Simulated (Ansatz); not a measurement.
# Lattice dynamics of Na3PaF8 (I4/mmm), part 3 of 3

Task: relax Na3PaF8 (I4/mmm), then find its harmonic phonons.

Ansatz 0.2.0; DFT PBEsol, scalar-relativistic, plane waves, PAW.

So far. Step 3 (Tight relaxation): The largest force component left is 0.19 meV/Å. The volume is held at 13.79 Å³/atom, so a pressure of -0.96 GPa remains at this level. Step 4 (Modes at Γ): Before it was imposed, the acoustic sum rule was missed by 2.0e-4 eV/Å² and the charge sum rule by 3.1e-5 e. Small misses are needed for a sound result but don't prove that mesh and cutoff are converged. The lowest optical mode is real, 34.0 cm⁻¹.

**5. Response at finite wavevector**

Stability and thermal properties need the whole zone. Linear response on a 4×4×4 q mesh gives force constants as far as a supercell of that size would, and the tensors from the zone-centre run are typed in so that the long-range dipole term is interpolated apart.

input.yaml

```yaml
crystal:
  lattice:
    - [-2.7483564861, 2.7483564861, 5.4775923823]
    - [2.7483564861, -2.7483564861, 5.4775923823]
    - [2.7483564861, 2.7483564861, -5.4775923823]
  atoms:
    - { symbol: Na, position: [0.75, 0.25, 0.5] }
    - { symbol: Na, position: [0.25, 0.75, 0.5] }
    - { symbol: Na, position: [0.5, 0.5, 0.0] }
    - { symbol: Pa, position: [0.0, 0.0, 0.0] }
    - { symbol: F, position: [0.3477599969, 0.3477599969, 0.4630252162] }
    - { symbol: F, position: [0.3477599969, 0.8847347807, 0.0] }
    - { symbol: F, position: [0.8847347807, 0.8847347807, 0.5369747838] }
    - { symbol: F, position: [0.8847347807, 0.3477599969, 0.0] }
    - { symbol: F, position: [0.6522400031, 0.1152652193, 0.0] }
    - { symbol: F, position: [0.6522400031, 0.6522400031, 0.5369747838] }
    - { symbol: F, position: [0.1152652193, 0.6522400031, 0.0] }
    - { symbol: F, position: [0.1152652193, 0.1152652193, 0.4630252162] }
kpoints:
  mp_grid: { grid: [8, 8, 8] }
hamiltonian:
  xc: pbesol
scf:
  occupations: { method: fixed }
output:
  eigenvalues: true
phonons:
  method: dfpt
  qmesh: [4, 4, 4]
  temperatures: { t_max: 400, t_step: 50 }
  qpath:
    path:
      - [[0.0, 0.0, 0.0], [0.0, 0.0, 0.5], [-0.1258742, 0.1258742, 0.5], [-0.3129371, 0.3129371, 0.3129371], [0.0, 0.0, 0.0], [0.5, 0.5, -0.5], [0.3129371, 0.6870629, -0.3129371], [0.0, 0.5, 0.0], [0.25, 0.25, 0.25], [0.5, 0.5, -0.1258742], [0.5, 0.5, -0.5]]
      - [[0.0, 0.0, 0.5], [0.25, 0.25, 0.25]]
    npoints: 10
  non_analytic_term:
    high_frequency_dielectric_tensor: [[2.2595, 0.0, 0.0], [0.0, 2.2595, 0.0], [0.0, 0.0, 2.2243]]
    born_effective_charges:
      - { species: Na, tensor: [[1.0502, 0.0, 0.0], [0.0, 1.0502, 0.0], [0.0, 0.0, 1.3576]] }
      - { species: Na, tensor: [[1.0502, 0.0, 0.0], [0.0, 1.0502, 0.0], [0.0, 0.0, 1.3576]] }
      - { species: Na, tensor: [[1.3289, 0.0, 0.0], [0.0, 1.3289, 0.0], [0.0, 0.0, 0.7521]] }
      - { species: Pa, tensor: [[5.2208, 0.0, 0.0], [0.0, 5.2208, 0.0], [0.0, 0.0, 4.9069]] }
      - { species: F, tensor: [[-1.0813, -0.3873, -0.4304], [-0.3873, -1.0813, -0.4304], [-0.3733, -0.3733, -1.0468]] }
      - { species: F, tensor: [[-1.0813, 0.3873, 0.4304], [0.3873, -1.0813, -0.4304], [0.3733, -0.3733, -1.0468]] }
      - { species: F, tensor: [[-1.0813, -0.3873, 0.4304], [-0.3873, -1.0813, 0.4304], [0.3733, 0.3733, -1.0468]] }
      - { species: F, tensor: [[-1.0813, 0.3873, -0.4304], [0.3873, -1.0813, 0.4304], [-0.3733, 0.3733, -1.0468]] }
      - { species: F, tensor: [[-1.0813, 0.3873, 0.4304], [0.3873, -1.0813, -0.4304], [0.3733, -0.3733, -1.0468]] }
      - { species: F, tensor: [[-1.0813, -0.3873, -0.4304], [-0.3873, -1.0813, -0.4304], [-0.3733, -0.3733, -1.0468]] }
      - { species: F, tensor: [[-1.0813, 0.3873, -0.4304], [0.3873, -1.0813, 0.4304], [-0.3733, 0.3733, -1.0468]] }
      - { species: F, tensor: [[-1.0813, -0.3873, 0.4304], [-0.3873, -1.0813, 0.4304], [0.3733, 0.3733, -1.0468]] }
    source: "zone-centre run at this cell"
```

Started as:

```
> ansatz run input.yaml --threads 16 --pin off --max-ram 61440MiB --backend cuda --events-out ev --progress --plain --runs-dir out
```

Numbers of over 12 decimals in the logs are rounded to 6 here.

What it wrote:

```text
Warning: phonons: the dynamical matrix that this run interpolates holds no multipole term above the dipole-dipole one, and a site of this crystal is no centre of inversion, so its interpolated transverse optical and acoustic branches and sound speeds can stay off near Gamma, and the density of states and the thermodynamics with them. What a run solves at a wave vector of phonons.qpoints, Gamma apart, where the deck admits one, is free of this, and under fd what a larger phonons.supercell samples
[...]
Crystal: 12 atoms, lattice volume = 165.499 Å³
Basis set: ecut = 420 eV, 3227 PW (Γ), exchange–correlation on 90×90×90 points (8 copies of the dense FFT grid, shifted against one another)
Bands: 60, of which v1, the nominal top of the filled ones, is band 48 counted from 1 (47 counted from 0)
Symmetry: 16 space group operations
k-points: 59 of 512
[...]
SCF iter   1: F=—  HF=-24315.872806 eV  |F-HF|=—  |Δ(HF+E_count)|=         —  Δρ=1.55e-2  dr2=3.11e-1  ethr=1.77e-3  ⟨swp⟩=4.0  Hψ=11559  notcnv=0  defer=295
[...]
SCF iter   6: F=—  HF=-24315.814158 eV  |F-HF|=—  |Δ(HF+E_count)|=   1.42e-6  Δρ=4.55e-5  dr2=5.99e-6  ethr=5.18e-8  ⟨swp⟩=2.1  Hψ=5022  notcnv=0  defer=295
[...]
SCF iter  10: F=—  HF=-24315.814506 eV  |F-HF|=—  |Δ(HF+E_count)|=   1.47e-9  Δρ=2.66e-7  dr2=2.13e-10  ethr=1.42e-12  ⟨swp⟩=2.3  Hψ=6013  notcnv=0  defer=295
SCF iter  11: F=—  HF=-24315.814506 eV  |F-HF|=—  |Δ(HF+E_count)|=  1.60e-10  Δρ=2.61e-7  dr2=1.03e-10  ethr=1.00e-12  ⟨swp⟩=2.0  Hψ=3938  notcnv=0  defer=295
[...]
SCF 1 converged in 12 iterations: F = -24315.814506 eV  dr2 = 5.52e-12
[...]
SCF converged after 12 iterations
[...]
q = [0.0000, 0.2500, 0.2500] (star 16, 21 solved perturbations in 9216 linear systems a pass and spin channel, the states on 512 of 512 k-point pairs; hermiticity 3.63e-11, symmetrization 1.07e-14): 56.76 62.91 76.96 80.58 97.77 102.27 112.21 118.75 139.90 142.27 144.95 147.18 153.42 154.79 160.96 164.03 179.16 222.27 236.50 243.94 246.70 254.23 268.25 277.03 281.32 290.24 303.66 308.96 330.34 348.30 375.35 380.34 396.96 416.28 457.58 521.24
[...]
sum rule: each row above includes the acoustic sum rule's correction from the zone centre's row sums; it moved no ω² by more than (0.58 cm⁻¹)²
  mesh force constants: q→R imaginary residual 1.03e-18; ASR residual 7.338e-5 → 0.000e0 eV/Å²; symmetrization residual 1.421e-14 eV/Å²
  interpolated dispersion: 113 rows × 36 modes
  density of states and harmonic sums: on the 16×16×16 q-mesh, interpolated from the force constants of a 4×4×4 supercell (with the dipole–dipole term of supplied tensors)
  largest difference from the sums on the solved wave vectors: F 3.65e-3 eV, S 1.33e-5 and C_V 3.83e-6 eV/K
  zero-point energy: 0.506518 eV/cell   skipped modes (ω ≤ 0): 3   left out of the sums: 2.03e-5 of the cell's modes: C_V's classical limit lies that fraction below 3 k_B per atom; for a crystal, a wire or a layer, F and S can be off by more, and a phonons.interpolated_qmesh denser along its periods is the remedy for the sampling
```

Wall time 50 s (1 × NVIDIA GB200 with 16 threads of Arm Neoverse V2, shared host); peak memory 4.4 GiB; 2.6 min of CPU time.

Numbers from this step:

| Quantity | Value |
| --- | --- |
| sum-rule residual before enforcement | 7.34e-5 eV/Å² |
| lowest frequency on the path | 0 cm⁻¹ |
| highest frequency on the path or at a solved wavevector | 528.0 cm⁻¹ |
| mean frequency | 227 cm⁻¹ |
| Debye temperature (second moment) | 479 K |
| logarithmic mean frequency | 190.9 cm⁻¹ |
| lowest mode on the q mesh (acoustic modes at Γ apart) | 24.97 cm⁻¹ |
| zero-point energy per atom | 42.21 meV |
| heat capacity at 300 K | 22.18 J/(mol atoms K) |
| vibrational entropy at 300 K | 28.63 J/(mol atoms K) |

Frequencies (cm⁻¹) solved at each irreducible wavevector; negative means imaginary. Frequencies by wavevector, by row:

| q in reciprocal lattice units | star | mode 1 | mode 2 | mode 3 | mode 4 | mode 34 | mode 35 | mode 36 |
| --- | --- | --- | --- | --- | --- | --- | --- | --- |
| 0 0 0 | 1 | 0 | 0 | 0 | 34 | 386.2 | 418.4 | 527.3 |
| 0 0 0.25 | 4 | 35.4 | 52 | 64.6 | 66.5 | 397.8 | 472.6 | 523.3 |
| 0 0 -0.5 | 2 | 52.9 | 73 | 76.8 | 81.9 | 413.3 | 432 | 518.8 |
| 0 0.25 0 | 8 | 26.9 | 38.2 | 48.1 | 60.9 | 412.9 | 485.2 | 525.5 |
| 0 0.25 0.25 | 16 | 56.8 | 62.9 | 77 | 80.6 | 416.3 | 457.6 | 521.2 |
| 0 -0.5 0 | 4 | 40.5 | 59.6 | 60.1 | 84.5 | 415.9 | 476.9 | 523.7 |
| 0 -0.5 0.25 | 8 | 55.8 | 56 | 71.4 | 80.2 | 415.1 | 468.8 | 523.5 |
| 0.25 0.25 0.25 | 2 | 62.1 | 74.6 | 74.6 | 83.7 | 418 | 419.2 | 518.8 |
| 0.25 0.25 -0.25 | 2 | 25 | 25 | 38.9 | 60.5 | 407.2 | 499.9 | 527.6 |
| 0.25 -0.5 -0.5 | 8 | 39 | 54.9 | 61.8 | 75 | 439.7 | 480.4 | 525.9 |
| 0.25 -0.25 0.25 | 4 | 40.9 | 49.6 | 54.5 | 84.2 | 433.4 | 473.4 | 523.7 |
| 0.25 -0.25 -0.5 | 4 | 60.8 | 67 | 69.2 | 80.3 | 435.9 | 460.2 | 523.7 |
| -0.5 -0.5 -0.5 | 1 | 31.7 | 38.1 | 38.1 | 66 | 417.8 | 499.8 | 528 |

Interpolated from a 4×4×4 q mesh, with the LO-TO term (at Γ the limit along the path; where Γ stands inside the path, tables give the limit on arrival). Phonon branches along the path, in cm⁻¹:

| point | branch 1 | branch 2 | branch 3 | branch 4 | branch 33 | branch 34 | branch 35 | branch 36 |
| --- | --- | --- | --- | --- | --- | --- | --- | --- |
| Γ | 0 | 0 | 0 | 34 | 386 | 418 | 489 | 527 |
| halfway | 35 | 52 | 65 | 66 | 389 | 398 | 473 | 523 |
| X | 53 | 73 | 77 | 82 | 394 | 413 | 432 | 519 |
| halfway | 54 | 74 | 76 | 82 | 407 | 420 | 431 | 519 |
| Y | 57 | 72 | 74 | 82 | 425 | 429 | 429 | 520 |
| halfway | 58 | 61 | 72 | 77 | 409 | 448 | 452 | 523 |
| S | 43 | 52 | 67 | 78 | 397 | 457 | 462 | 524 |
| halfway | 30 | 34 | 44 | 70 | 402 | 403 | 483 | 525 |
| Γ | 0 | 0 | 0 | 34 | 386 | 418 | 489 | 527 |
| halfway | 25 | 25 | 39 | 60 | 407 | 407 | 500 | 528 |
| Z | 32 | 38 | 38 | 66 | 418 | 418 | 500 | 528 |
| halfway | 41 | 49 | 56 | 67 | 412 | 436 | 487 | 527 |
| S1 | 43 | 52 | 67 | 78 | 397 | 457 | 462 | 524 |
| halfway | 42 | 56 | 62 | 83 | 388 | 436 | 473 | 524 |
| N | 40 | 60 | 60 | 84 | 398 | 416 | 477 | 524 |
| halfway | 61 | 62 | 81 | 81 | 389 | 412 | 458 | 521 |
| P | 62 | 75 | 75 | 84 | 418 | 418 | 419 | 519 |
| halfway | 58 | 74 | 75 | 83 | 399 | 426 | 428 | 519 |
| Y1 | 57 | 72 | 74 | 82 | 425 | 429 | 429 | 520 |
| halfway | 54 | 61 | 67 | 70 | 423 | 433 | 476 | 525 |
| Z | 32 | 38 | 38 | 66 | 418 | 418 | 500 | 528 |
| jump to X | 53 | 73 | 77 | 82 | 394 | 413 | 432 | 519 |
| halfway | 58 | 74 | 76 | 83 | 403 | 417 | 428 | 519 |
| P | 62 | 75 | 75 | 84 | 418 | 418 | 419 | 519 |

The phonon density of states has structure finer than the step of the table below, so its rows give means over 20 cm⁻¹, whole bins alone (the curve runs from 2.5 to 528 cm⁻¹). Peaks (cm⁻¹: height): 82.5: 0.135, 97.5: 0.149, 142.5: 0.367, 162.5: 0.227, 232.5: 0.151, 267.5: 0.134, 287.5: 0.155.

Tetrahedra on a 16×16×16 mesh, mean over bins of 5 cm-1. Interpolated from a 4×4×4 q mesh. The phonon density of states by wavenumber; means over each step:

| wavenumber (cm⁻¹) | phonon density of states (1/cm⁻¹/cell) |
| --- | --- |
| 20 | 0.00744 |
| 40 | 0.0454 |
| 60 | 0.0897 |
| 80 | 0.108 |
| 100 | 0.112 |
| 120 | 0.0476 |
| 140 | 0.202 |
| 160 | 0.186 |
| 180 | 0.0267 |
| 200 | 0.0332 |
| 220 | 0.0875 |
| 240 | 0.118 |
| 260 | 0.0722 |
| 280 | 0.111 |
| 300 | 0.108 |
| 320 | 0.0816 |
| 340 | 0.0449 |
| 360 | 0.0659 |
| 380 | 0.0576 |
| 400 | 0.0486 |
| 420 | 0.0372 |
| 440 | 0.0166 |
| 460 | 0.0173 |
| 480 | 0.0226 |
| 500 | 0.00388 |

The partial phonon density of states has structure finer than the step of the table below, so its rows give means over 10 cm⁻¹, whole bins alone (the curve runs from -10 to 554 cm⁻¹). Peaks (cm⁻¹: height): F 99.9: 0.101, 146.0: 0.0506, 234.7: 0.118, 287.9: 0.142, 358.8: 0.0666, 521.9: 0.0810; Na 146.0: 0.26; Pa 60.9: 0.0421, 75.1: 0.0444, 238.2: 0.0152.

Phonopy on the run's constants, 11x11x15 mesh, Gaussian sigma 4.0 cm-1. Interpolated from a 4×4×4 q mesh. Table of partial phonon density of states by wavenumber; means over each step; values in 1/cm⁻¹/cell:

| wavenumber (cm⁻¹) | F | Na | Pa |
| --- | --- | --- | --- |
| 0 | 8.1e-5 | 3.6e-5 | 1.3e-4 |
| 10 | 6.4e-4 | 2.8e-4 | 9.8e-4 |
| 20 | 0.00247 | 9.9e-4 | 0.00375 |
| 30 | 0.00736 | 0.00215 | 0.00999 |
| 40 | 0.0206 | 0.00370 | 0.0219 |
| 50 | 0.0377 | 0.00488 | 0.0308 |
| 60 | 0.0478 | 0.00576 | 0.0398 |
| 70 | 0.0497 | 0.00616 | 0.0386 |
| 80 | 0.0701 | 0.00959 | 0.0357 |
| 90 | 0.0804 | 0.0137 | 0.00839 |
| 100 | 0.0944 | 0.0239 | 0.00249 |
| 110 | 0.0617 | 0.0176 | 0.00116 |
| 120 | 0.0266 | 0.0161 | 6.8e-4 |
| 130 | 0.0167 | 0.0393 | 0.00134 |
| 140 | 0.0363 | 0.173 | 0.00299 |
| 150 | 0.0440 | 0.233 | 0.00228 |
| 160 | 0.0264 | 0.167 | 0.00112 |
| 170 | 0.00927 | 0.0602 | 6.6e-4 |
| 180 | 0.00327 | 0.0206 | 9.4e-4 |
| 190 | 0.00421 | 0.0212 | 0.00166 |
| 200 | 0.0110 | 0.0215 | 0.00158 |
| 210 | 0.0361 | 0.00868 | 8.8e-4 |
| 220 | 0.0780 | 0.00412 | 0.00429 |
| 230 | 0.112 | 0.00709 | 0.0119 |
| 240 | 0.101 | 0.00688 | 0.0139 |
| 250 | 0.0657 | 0.00457 | 0.00690 |
| 260 | 0.0583 | 0.00463 | 0.00449 |
| 270 | 0.0801 | 0.00538 | 0.00458 |
| 280 | 0.106 | 0.00135 | 6.8e-4 |
| 290 | 0.136 | 8.3e-4 | 2.4e-4 |
| 300 | 0.0998 | 5.7e-4 | 9.6e-5 |
| 310 | 0.0880 | 7.8e-4 | 1.0e-4 |
| 320 | 0.0840 | 0.00118 | 1.4e-4 |
| 330 | 0.0557 | 9.4e-4 | 2.0e-4 |
| 340 | 0.0421 | 4.8e-4 | 4.1e-4 |
| 350 | 0.0548 | 5.2e-4 | 8.2e-4 |
| 360 | 0.0654 | 7.8e-4 | 0.00158 |
| 370 | 0.0587 | 9.8e-4 | 0.00230 |
| 380 | 0.0527 | 0.00117 | 0.00392 |
| 390 | 0.0500 | 0.00133 | 0.00512 |
| 400 | 0.0407 | 0.00118 | 0.00430 |
| 410 | 0.0417 | 0.00145 | 0.00443 |
| 420 | 0.0322 | 0.00118 | 0.00366 |
| 430 | 0.0191 | 7.0e-4 | 0.00239 |
| 440 | 0.0141 | 5.0e-4 | 0.00194 |
| 450 | 0.0117 | 3.9e-4 | 0.00177 |
| 460 | 0.0138 | 4.6e-4 | 0.00229 |
| 470 | 0.0205 | 6.9e-4 | 0.00366 |
| 480 | 0.0193 | 7.0e-4 | 0.00356 |
| 490 | 0.00988 | 3.8e-4 | 0.00185 |
| 500 | 0.00297 | 1.0e-4 | 5.6e-4 |
| 510 | 0.00441 | 2.3e-5 | 2.6e-5 |
| 520 | 0.0577 | 2.5e-4 | 0 |
| 530 | 0.0365 | 1.6e-4 | 0 |
| 540 | 0.00115 | 5.1e-6 | 0 |

Harmonic thermodynamic functions per atom, from the density of states. Interpolated from a 4×4×4 q mesh. Thermodynamic functions, by row:

| T (K) | F_vib (meV/atom) | S (J/mol-atom/K) | C_V (J/mol-atom/K) |
| --- | --- | --- | --- |
| 0 | 42.21 | 0 | 0 |
| 50 | 41.74 | 2.875 | 5.443 |
| 100 | 38.72 | 8.908 | 12.39 |
| 200 | 23.43 | 20.12 | 19.57 |
| 300 | -2.04 | 28.63 | 22.18 |
| 400 | -35.24 | 35.18 | 23.29 |

Harmonic mean-square displacement, third of the trace. Interpolated from a 4×4×4 q mesh. Mean square displacements, by row:

| T (K) | Na1 U_eq (Å²) | Na2 U_eq (Å²) | Na3 U_eq (Å²) | Pa4 U_eq (Å²) | F5 U_eq (Å²) | F6 U_eq (Å²) | F7 U_eq (Å²) | F8 U_eq (Å²) | F9 U_eq (Å²) | F10 U_eq (Å²) | F11 U_eq (Å²) | F12 U_eq (Å²) |
| --- | --- | --- | --- | --- | --- | --- | --- | --- | --- | --- | --- | --- |
| 0 | 0.00513 | 0.00513 | 0.00527 | 9.50e-4 | 0.00494 | 0.00494 | 0.00494 | 0.00494 | 0.00494 | 0.00494 | 0.00494 | 0.00494 |
| 100 | 0.00766 | 0.00766 | 0.00797 | 0.00281 | 0.00847 | 0.00847 | 0.00847 | 0.00847 | 0.00847 | 0.00847 | 0.00847 | 0.00847 |
| 300 | 0.01869 | 0.01869 | 0.01961 | 0.00801 | 0.02089 | 0.02089 | 0.02089 | 0.02089 | 0.02089 | 0.02089 | 0.02089 | 0.02089 |
| 600 | 0.03652 | 0.03652 | 0.03834 | 0.01593 | 0.04075 | 0.04075 | 0.04075 | 0.04075 | 0.04075 | 0.04075 | 0.04075 | 0.04075 |

Symmetry leaves 13 wavevectors to solve. The lowest mode among them, the acoustic zeros apart, lies at q = (0.25, 0.25, -0.25) and is real, 25.0 cm⁻¹.

**6. What came out**

```yaml
space_group_after_relaxation_within_0p01_a: I4/mmm
volume_per_atom: 13.8 Å³
gap_on_the_k_mesh: 4.43 eV
highest_optical_mode_at_the_zone_centre_no_lo_to_term: 527 cm⁻¹
top_of_the_zone_centre_spectrum_with_the_field: 527 cm⁻¹
lowest_optical_zone_centre_mode: 34.0 cm⁻¹
mean_high_frequency_dielectric_constant: 2.25
mean_static_dielectric_constant: 7.27
largest_born_charge_third_of_the_trace: 5.12 e
lowest_mode_on_the_q_mesh_acoustic_modes_at_gamma_apart: 25.0 cm⁻¹
highest_frequency_on_the_path_or_at_a_solved_wavevector: 528 cm⁻¹
zero_point_energy_per_atom: 42.2 meV
heat_capacity_at_300_k: 22.2 J/(mol atoms K)
vibrational_entropy_at_300_k: 28.6 J/(mol atoms K)
debye_temperature_second_moment: 479 K
imaginary_modes_on_the_4x4x4_q_mesh: none
```

What this shows: The structure is a minimum as far as tested: no mode is imaginary at the 13 irreducible wavevectors of the 4×4×4 mesh, and the softest away from the acoustic zeros lies at 25 cm⁻¹. Without the field, the optical modes at Γ span 34 to 527 cm⁻¹. The macroscopic field leaves the top of the zone-centre spectrum where it is. Lattice motion raises the mean dielectric constant from 2.248 to 7.266. The strongest infrared line is at 386 cm⁻¹. The volume was held at that of the database entry and not relaxed, so the modes belong to a cell under -0.96 GPa at this level. The program warns that the interpolation holds no quadrupole term, so branches close to Γ can be off in this crystal. Spin-orbit coupling is left out, which can matter for the heavy elements here. These are harmonic frequencies at zero temperature: anharmonic shifts, linewidths and thermal expansion are left out.

[Logs are printed without paths, hosts, clocks, repeated set-up lines and the standing remarks that a program may print on its own settings, such as how far it seeks lower states.]

[Hosts, paths, dates, database ids (printed as entryN), source tags and the programs' standing remarks are cut or masked in the printed files.]
